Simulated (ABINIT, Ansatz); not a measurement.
# K2H6Pt (Fm-3m): G0W0 on several meshes in ABINIT

How does the mesh move the gap of K2H6Pt (Fm-3m)?

Main program and level: ABINIT 10.8.3; LDA and many-body steps on it, plane waves.

### Step 1. The structure

It takes space group Fm-3m (No. 225, cubic). Conventional cell: a = 8.120 Å, b = 8.120 Å, c = 8.120 Å, α = 90.00°, β = 90.00°, γ = 90.00°. Nearest to K lie 12 H at 2.90 Å. Nearest to H lie 1 Pt at 1.64 Å and 4 H at 2.32 Å and 4 K at 2.90 Å. Nearest to Pt lie 6 H at 1.64 Å. Farther neighbours are not listed.

The cell and positions are those that the Materials Project relaxed with its own functionals (PBE, PBE+U or r2SCAN), kept fixed. Spin-orbit coupling is left out unless a step names it.

### Step 2. Empty states on the mesh, 2×2×2 mesh, 260 bands

This step: ABINIT 10.8.3; DFT, LDA, plane waves, norm-conserving pseudopotentials.

The sums over transitions need many empty states on a uniform mesh; this step solves for them.

File run.abi:

```
acell 3*1.0 Angstrom
rprim 
  0.000000000000 4.060020550000 4.060020550000
  4.060020550000 0.000000000000 4.060020550000
  4.060020550000 4.060020550000 0.000000000000
ntypat 3
znucl 19 1 78
natom 9
typat 1 1 2 2 2 2 2 2 3
xred 
  0.750000000000 0.750000000000 0.750000000000
  0.250000000000 0.250000000000 0.250000000000
  0.797862200000 0.797862200000 0.202137800000
  0.202137800000 0.797862200000 0.202137800000
  0.797862200000 0.202137800000 0.202137800000
  0.202137800000 0.202137800000 0.797862200000
  0.797862200000 0.202137800000 0.797862200000
  0.202137800000 0.797862200000 0.797862200000
  0.000000000000 0.000000000000 0.000000000000
pp_dirpath "pseudos"
pseudos "K.upf, H.upf, Pt.upf"
ecut 34
ngkpt 2 2 2
nshiftk 1
shiftk 0 0 0
kptopt 1
chksymbreak 0
iscf -2
irdden 1
istwfk *1
nband 260
nbdbuf 22
tolwfr 1e-09
nstep 60
prtvol 0
indata_prefix "in"
outdata_prefix "out"
tmpdata_prefix "tmp"
```

On the command line:

```console
> OMP_NUM_THREADS=1 mpirun -n 4 abinit run.abi > log
```

Numbers of over 12 decimals in the logs are rounded to 6 here.

Log:

```text
.Version 10.8.3 of ABINIT. v10.8.2 released Aug 2026.

 Symmetries : space group Fm -3 m (#225); Bravais cF (face-center cubic)
[... echo of the input left out ...]
== DATASET  1 ==================================================================
-   mpi_nproc: 4, omp_nthreads: 1 (-1 if OMP is not activated)
-    --> not optimal distribution: autoparal keyword recommended in input file <--

--- !DatasetInfo
iteration_state: {dtset: 1, }
dimensions: {natom: 9, nkpt: 3, mband: 260, nsppol: 1, nspinor: 1, nspden: 1, mpw: 8609, }
cutoff_energies: {ecut:  34.0, pawecutdg:  -1.0, }
[...]
2.78875    2.78875    2.83249    2.83249    2.83249    2.83558    2.84195    2.86160
   2.86160    2.86160    2.88113    2.88810    2.88811    2.88818    2.90726    2.90777
   2.91621    2.91713    2.92825    2.92988
 prteigrs : prtvol=0 or 1, do not print more k-points.

== END DATASET(S) ==============================================================
================================================================================

 -outvars: echo values of variables after computation  --------
            nband         260
             nkpt           3
          spgroup         225
 [... the other variables as echoed above ...]

 Calculation completed.
```

Run time: 2.8 min. Hardware: 4 MPI ranks of Arm Neoverse V1, shared host; peak memory 0.45 GiB; 11 min of CPU time.

This step gave:

| Item | Value |
| --- | --- |
| gap | 3.719 eV |
| k of the valence top | 0.5, 0, 0 |
| k of the conduction bottom | 0.5, 0.5, 0 |
| least direct gap | 3.838 eV |
| k points computed | 3 |
| lowest point of the top converged band, above the valence top | 74.7282 eV |

On this mesh the gap is 3.719 eV.

The density comes from a self-consistent run that is not shown.

### Step 3. Screening, 2×2×2 mesh, 109 bands, screening to 114.3 eV

The RPA dielectric matrix is built and inverted for each q.

This step: RPA screening on LDA, plane waves, norm-conserving pseudopotentials.

Edit run.abi of step 2 so:

```diff
@@ -27,10 +27,11 @@
 chksymbreak 0
-iscf -2
-irdden 1
 istwfk *1
-nband 260
-nbdbuf 22
-tolwfr 1e-09
-nstep 60
-prtvol 0
+occopt 1
+irdwfk 1
+optdriver 3
+nband 109
+ecuteps 4.2
+inclvkb 2
+awtr 1
+symchi 1
 indata_prefix "in"
```

Log:

```text
.Version 10.8.3 of ABINIT. v10.8.2 released Aug 2026.

 Symmetries : space group Fm -3 m (#225); Bravais cF (face-center cubic)
[... echo of the input left out ...]
== DATASET  1 ==================================================================
-   mpi_nproc: 4, omp_nthreads: 1 (-1 if OMP is not activated)

--- !DatasetInfo
iteration_state: {dtset: 1, }
dimensions: {natom: 9, nkpt: 3, mband: 109, nsppol: 1, nspinor: 1, nspden: 1, mpw: 8609, }
cutoff_energies: {ecut:  34.0, pawecutdg:  -1.0, }
electrons: {nelect:   4.20000000E+01, charge:   0.00000000E+00, occopt:   1.00000000E+00, tsmear:   1.00000000E-02, }

 SCREENING: Calculation of the susceptibility and dielectric matrices

 Based on a program developped by R.W. Godby, V. Olevano, G. Onida, and L. Reining.
 Incorporated in ABINIT by V. Olevano, G.-M. Rignanese, and M. Torrent.
.Using double precision arithmetic ; gwpc =  8

[... cell and pseudopotentials left out ...]
--------------------------------------------------------------------------------

 ==== K-mesh for the wavefunctions ====
 Number of points in the irreducible wedge :     3
[... list of points left out ...]
 Together with 48 symmetry operations and time-reversal symmetry
 yields     8 points in the full Brillouin Zone.

 ==== Q-mesh for the screening function ====
 Number of points in the irreducible wedge :     3
[... list of points left out ...]
 Together with 48 symmetry operations and time-reversal symmetry
 yields     8 points in the full Brillouin Zone.

 setmesh: FFT mesh size selected  =    40x   40x   40
          total number of points  =        64000

 vcoul_init : cutoff-mode = AUXILIARY_FUNCTION
 q-points for optical limit:   1
     1)      0.000010    0.000020    0.000030

- screening: taking advantage of time-reversal symmetry
- Maximum band index for partially occupied states nbvw = 21
- Remaining bands to be divided among processors   nbcw = 88
- Number of bands treated by each node ~22

 Number of electrons calculated from density =   42.0000; Expected =   42.0000
 average of density, n =  0.046498
 r_s =    1.7251
 omega_plasma =   20.8005 [eV]

 calculating chi0 at frequencies [eV] :
  1    0.000000E+00    0.000000E+00
  2    0.000000E+00    2.080054E+01

--------------------------------------------------------------------------------
  q-point number  1        q = ( 0.000000, 0.000000, 0.000000) [r.l.u.]
--------------------------------------------------------------------------------
[... chi0 elements left out ...]
 For q-point:  0.000010 0.000020 0.000030
  dielectric constant =   3.0019
  dielectric constant without local fields =   3.8678

  Average fulfillment of the sum rule on Im[epsilon] for q-point    1 :     56.48  [%]
[... wings left out ...]
  q-point number  2        q = ( 0.500000, 0.000000, 0.000000) [r.l.u.]
--------------------------------------------------------------------------------
[... chi0 elements left out ...]
  Average fulfillment of the sum rule on Im[epsilon] for q-point    2 :     63.41  [%]

 [... 1 further q-points ...]
```

It took 19 s on 4 MPI ranks; peak memory 1.5 GiB; 77 s of CPU time.

This step gave:

* ε∞ with local fields, on this mesh, along the program's q direction: 3.002
* the same without local fields: 3.868
* plasma frequency: 20.80 eV
* plane waves in the screening matrix: 339

Local fields lower ε∞ by 22 %. On a Γ-centred mesh this coarse the value itself is usually too large, while a short band sum pulls it down.

### Step 4. 2×2×2

The self-energy is evaluated for the states that the input lists, and the levels follow from it, in one-shot runs by the linearised quasiparticle equation.

This step: G0W0 on LDA, plane waves, norm-conserving pseudopotentials.

Edit run.abi of step 3 so:

```diff
@@ -30,8 +30,19 @@
 irdwfk 1
-optdriver 3
+optdriver 4
 nband 109
+gwcalctyp 0
+ecutsigx 34
+symsigma 1
+nkptgw 3
+kptgw 
+  0.5000000000 0.0000000000 0.0000000000
+  0.5000000000 0.5000000000 0.0000000000
+  0.0000000000 0.0000000000 0.0000000000
+bdgw 
+  20 23
+  20 23
+  19 24
 ecuteps 4.2
-inclvkb 2
-awtr 1
-symchi 1
+irdscr 1
+ppmodel 1
 indata_prefix "in"
```

Log:

```text
.Version 10.8.3 of ABINIT. v10.8.2 released Aug 2026.

 Symmetries : space group Fm -3 m (#225); Bravais cF (face-center cubic)
[... echo of the input left out ...]
== DATASET  1 ==================================================================
-   mpi_nproc: 4, omp_nthreads: 1 (-1 if OMP is not activated)

--- !DatasetInfo
iteration_state: {dtset: 1, }
dimensions: {natom: 9, nkpt: 3, mband: 109, nsppol: 1, nspinor: 1, nspden: 1, mpw: 8609, }
cutoff_energies: {ecut:  34.0, pawecutdg:  -1.0, }
electrons: {nelect:   4.20000000E+01, charge:   0.00000000E+00, occopt:   1.00000000E+00, tsmear:   1.00000000E-02, }

 SIGMA: Calculation of the GW corrections

 Based on a program developped by R.W. Godby, V. Olevano, G. Onida, and L. Reining.
 Incorporated in ABINIT by V. Olevano, G.-M. Rignanese, and M. Torrent.
.Using double precision arithmetic ; gwpc =  8

[... cell and pseudopotentials left out ...]
--------------------------------------------------------------------------------

 ==== K-mesh for the wavefunctions ====
 Number of points in the irreducible wedge :     3
[... list of points left out ...]
 Together with 48 symmetry operations and time-reversal symmetry
 yields     8 points in the full Brillouin Zone.

 ==== Q-mesh for screening function ====
 Number of points in the irreducible wedge :     3
[... list of points left out ...]
 Together with 48 symmetry operations and time-reversal symmetry
 yields     8 points in the full Brillouin Zone.

 vcoul_init : cutoff-mode = AUXILIARY_FUNCTION
 q-points for optical limit:   1
     1)      0.000010    0.000020    0.000030
 setmesh: FFT mesh size selected  =    60x   60x   60
          total number of points  =       216000

 Number of electrons calculated from density =   42.0000; Expected =   42.0000
 average of density, n =  0.046498
 r_s =    1.7251
 omega_plasma =   20.8005 [eV]

 === KS Band Gaps ===
  >>>> For spin  1
   Minimum direct gap =   3.8383 [eV], located at k-point      :   0.5000  0.5000  0.0000
   Fundamental gap    =   3.7189 [eV], Top of valence bands at :   0.5000  0.0000  0.0000
                                       Bottom of conduction at :   0.5000  0.5000  0.0000
 SIGMA fundamental parameters:
 PLASMON POLE MODEL  1
 number of plane-waves for SigmaX                 8609
 number of plane-waves for SigmaC and W            339
 number of plane-waves for wavefunctions          8609
 number of bands                                   109
 number of independent spin polarizations            1
 number of spinorial components                      1
 number of k-points in IBZ                           3
 number of q-points in IBZ                           3
 number of symmetry operations                      48
 number of k-points in BZ                            8
 number of q-points in BZ                            8
 number of frequencies for dSigma/dE                 9
 frequency step for dSigma/dE [eV]                0.25
 number of omega for Sigma on real axis              0
 max omega for Sigma on real axis  [eV]           0.00
 zcut for avoiding poles [eV]                     0.10

 EPSILON^-1 parameters (SCR file):
 dimension of the eps^-1 matrix on file            339
 dimension of the eps^-1 matrix used               339
 number of plane-waves for wavefunctions          8609
 number of bands                                   109
 number of q-points in IBZ                           3
 number of frequencies                               2
 number of real frequencies                          1
 number of imag frequencies                          1

 matrix elements of self-energy operator (all in [eV])

 Perturbative Calculation

--- !SelfEnergy_ee
iteration_state: {dtset: 1, }
kpoint     : [   0.500,    0.000,    0.000, ]
spin       : 1
KS_gap     :    5.469
QP_gap     :    8.148
Delta_QP_KS:    2.679
data: !SigmaeeData |
     Band     E0 <VxcDFT>   SigX SigC(E0)      Z dSigC/dE  Sig(E)    E-E0       E
       20   0.204 -11.659 -14.635   1.861   0.822  -0.217 -12.576  -0.917  -0.713
       21   0.204 -11.659 -14.635   1.861   0.822  -0.217 -12.576  -0.917  -0.713
       22   5.673 -11.930  -7.508  -2.332   0.843  -0.186 -10.169   1.762   7.435
       23   5.673 -11.930  -7.508  -2.332   0.843  -0.186 -10.169   1.762   7.435

--- !SelfEnergy_ee
iteration_state: {dtset: 1, }
kpoint     : [   0.500,    0.500,    0.000, ]
spin       : 1
KS_gap     :    3.838
QP_gap     :    6.234
Delta_QP_KS:    2.396
data: !SigmaeeData |
     Band     E0 <VxcDFT>   SigX SigC(E0)      Z dSigC/dE  Sig(E)    E-E0       E
       20   0.084 -11.595 -14.627   1.857   0.822  -0.217 -12.561  -0.966  -0.881
       21   0.084 -11.595 -14.627   1.857   0.822  -0.217 -12.561  -0.966  -0.881
[...]
--- !SelfEnergy_ee
iteration_state: {dtset: 1, }
kpoint     : [   0.000,    0.000,    0.000, ]
spin       : 1
KS_gap     :    5.219
QP_gap     :    7.450
Delta_QP_KS:    2.232
data: !SigmaeeData |
     Band     E0 <VxcDFT>   SigX SigC(E0)      Z dSigC/dE  Sig(E)    E-E0       E
[...]
22   5.180  -7.814  -3.498  -2.796   0.859  -0.164  -6.507   1.307   6.486
       23   6.121 -12.607  -7.789  -2.421   0.842  -0.187 -10.588   2.019   8.140
       24   6.121 -12.607  -7.789  -2.421   0.842  -0.187 -10.588   2.019   8.140

 New Fermi energy :        8.683446E-02 Ha ,    2.362886E+00 eV

 === QP Band Gaps ===
  >>>> For spin  1
   Minimum direct gap =   6.2344 [eV], located at k-point      :   0.5000  0.5000  0.0000
   Fundamental gap    =   6.0662 [eV], Top of valence bands at :   0.5000  0.0000  0.0000
                                       Bottom of conduction at :   0.5000  0.5000  0.0000

== END DATASET(S) ==============================================================
================================================================================

 -outvars: echo values of variables after computation  --------
           etotal      0.0000000000E+00
            nband         109
             nkpt           3
          spgroup         225
 [... the other variables as echoed above ...]

 Calculation completed.
```

Run time: 14 s. Hardware: 4 MPI ranks; peak memory 1 GiB.

This step gave:

| Quantity | Value |
| --- | --- |
| G0W0 gap on the points computed | 6.066 eV |
| starting gap on the mesh | 3.719 eV |
| k of the valence top | 0.5, 0, 0 |
| k of the conduction bottom | 0.5, 0.5, 0 |
| Z at the valence top | 0.822 |
| Z at the conduction bottom | 0.851 |
| least direct G0W0 gap on the computed points | 6.234 eV |

The gap on the mesh goes from 3.72 eV to 6.07 eV, a correction of +2.35 eV.

### Step 5. Empty states on the mesh, 4×4×4 mesh, 119 bands

This step: DFT, LDA, plane waves, norm-conserving pseudopotentials.

Edit run.abi of step 4 so:

```diff
@@ -22,3 +22,3 @@
 ecut 34
-ngkpt 2 2 2
+ngkpt 4 4 4
 nshiftk 1
@@ -27,22 +27,10 @@
 chksymbreak 0
+iscf -2
+irdden 1
 istwfk *1
-occopt 1
-irdwfk 1
-optdriver 4
-nband 109
-gwcalctyp 0
-ecutsigx 34
-symsigma 1
-nkptgw 3
-kptgw 
-  0.5000000000 0.0000000000 0.0000000000
-  0.5000000000 0.5000000000 0.0000000000
-  0.0000000000 0.0000000000 0.0000000000
-bdgw 
-  20 23
-  20 23
-  19 24
-ecuteps 4.2
-irdscr 1
-ppmodel 1
+nband 119
+nbdbuf 10
+tolwfr 1e-09
+nstep 60
+prtvol 0
 indata_prefix "in"
```

Log:

```text
.Version 10.8.3 of ABINIT. v10.8.2 released Aug 2026.

 Symmetries : space group Fm -3 m (#225); Bravais cF (face-center cubic)
[... echo of the input left out ...]
== DATASET  1 ==================================================================
-   mpi_nproc: 4, omp_nthreads: 1 (-1 if OMP is not activated)

--- !DatasetInfo
iteration_state: {dtset: 1, }
dimensions: {natom: 9, nkpt: 8, mband: 119, nsppol: 1, nspinor: 1, nspden: 1, mpw: 8609, }
cutoff_energies: {ecut:  34.0, pawecutdg:  -1.0, }
[...]
1.38618    1.38618    1.41285    1.41285    1.43573    1.43573    1.43573    1.45163
   1.45163    1.45163    1.54614    1.54614    1.54614    1.56216    1.56216    1.56216
   1.57273    1.57275    1.57278    1.57721    1.58510    1.58602    1.58611
 prteigrs : prtvol=0 or 1, do not print more k-points.

== END DATASET(S) ==============================================================
================================================================================

 -outvars: echo values of variables after computation  --------
            nband         119
             nkpt           8
          spgroup         225
 [... the other variables as echoed above ...]

 Calculation completed.
```

Run time: 98 s. Hardware: 4 MPI ranks; peak memory 0.49 GiB.

This step gave:

```yaml
gap: 3.719 eV
k_of_the_valence_top: 0.5, 0, 0
k_of_the_conduction_bottom: 0.5, 0.5, 0
least_direct_gap: 3.838 eV
k_points_computed: 8
lowest_point_of_the_top_converged_band_above_the_valence_top: 40.00 eV
```

On this mesh the gap is 3.719 eV.

### Step 6. Screening, 4×4×4 mesh, 109 bands, screening to 114.3 eV

This step: RPA screening on LDA, plane waves, norm-conserving pseudopotentials.

Edit run.abi of step 5 so:

```diff
@@ -27,10 +27,11 @@
 chksymbreak 0
-iscf -2
-irdden 1
 istwfk *1
-nband 119
-nbdbuf 10
-tolwfr 1e-09
-nstep 60
-prtvol 0
+occopt 1
+irdwfk 1
+optdriver 3
+nband 109
+ecuteps 4.2
+inclvkb 2
+awtr 1
+symchi 1
 indata_prefix "in"
```

Log:

```text
.Version 10.8.3 of ABINIT. v10.8.2 released Aug 2026.

 Symmetries : space group Fm -3 m (#225); Bravais cF (face-center cubic)
[... echo of the input left out ...]
== DATASET  1 ==================================================================
-   mpi_nproc: 4, omp_nthreads: 1 (-1 if OMP is not activated)

--- !DatasetInfo
iteration_state: {dtset: 1, }
dimensions: {natom: 9, nkpt: 8, mband: 109, nsppol: 1, nspinor: 1, nspden: 1, mpw: 8609, }
cutoff_energies: {ecut:  34.0, pawecutdg:  -1.0, }
electrons: {nelect:   4.20000000E+01, charge:   0.00000000E+00, occopt:   1.00000000E+00, tsmear:   1.00000000E-02, }

 SCREENING: Calculation of the susceptibility and dielectric matrices

 Based on a program developped by R.W. Godby, V. Olevano, G. Onida, and L. Reining.
 Incorporated in ABINIT by V. Olevano, G.-M. Rignanese, and M. Torrent.
.Using double precision arithmetic ; gwpc =  8

[... cell and pseudopotentials left out ...]
--------------------------------------------------------------------------------

 ==== K-mesh for the wavefunctions ====
 Number of points in the irreducible wedge :     8
[... list of points left out ...]
 Together with 48 symmetry operations and time-reversal symmetry
 yields    64 points in the full Brillouin Zone.

 ==== Q-mesh for the screening function ====
 Number of points in the irreducible wedge :     8
[... list of points left out ...]
 Together with 48 symmetry operations and time-reversal symmetry
 yields    64 points in the full Brillouin Zone.

 setmesh: FFT mesh size selected  =    40x   40x   40
          total number of points  =        64000

 vcoul_init : cutoff-mode = AUXILIARY_FUNCTION
 q-points for optical limit:   1
     1)      0.000010    0.000020    0.000030

- screening: taking advantage of time-reversal symmetry
- Maximum band index for partially occupied states nbvw = 21
- Remaining bands to be divided among processors   nbcw = 88
- Number of bands treated by each node ~22

 Number of electrons calculated from density =   42.0000; Expected =   42.0000
 average of density, n =  0.046498
 r_s =    1.7251
 omega_plasma =   20.8005 [eV]

 calculating chi0 at frequencies [eV] :
  1    0.000000E+00    0.000000E+00
  2    0.000000E+00    2.080054E+01

--------------------------------------------------------------------------------
  q-point number  1        q = ( 0.000000, 0.000000, 0.000000) [r.l.u.]
--------------------------------------------------------------------------------
[... chi0 elements left out ...]
 For q-point:  0.000010 0.000020 0.000030
  dielectric constant =   2.7308
  dielectric constant without local fields =   3.5469

  Average fulfillment of the sum rule on Im[epsilon] for q-point    1 :     56.60  [%]
[... wings left out ...]
  q-point number  2        q = ( 0.250000, 0.000000, 0.000000) [r.l.u.]
--------------------------------------------------------------------------------
[... chi0 elements left out ...]
  Average fulfillment of the sum rule on Im[epsilon] for q-point    2 :     69.08  [%]

 [... 6 further q-points ...]
```

Elapsed: 2.3 min, on 4 MPI ranks; peak memory 2.5 GiB; 9.2 min of CPU time.

This step gave:

```yaml
eps_infinity_with_local_fields_on_this_mesh_along_the_program_s_q_direction: 2.731
the_same_without_local_fields: 3.547
plasma_frequency: 20.80 eV
plane_waves_in_the_screening_matrix: 339
```

(Part 1 of 2 ends here.)

[Paths, hosts, dates, memory and timing lines, banners, echoed tables and standing remarks are left out of the program output.]

[Logs are printed without paths, hosts, clocks, repeated set-up lines and the standing remarks that a program may print on its own settings, such as how far it seeks lower states.]

[Runs of the session that timed out or met a known fault of the program may be left out.]

[Hosts, paths, dates, database ids (printed as entryN), source tags and the programs' standing remarks are cut or masked in the printed files.]

[G0W0 gaps are taken among the corrected bands and points alone; a level outside them can change the order at an edge.]

[Where Ansatz stands beside ABINIT at settings called matched, ABINIT's density can come from a denser mesh and the files from another edition; pairs whose starting gaps differed by over 0.03 eV were left out, so agreement reads better than it is.]
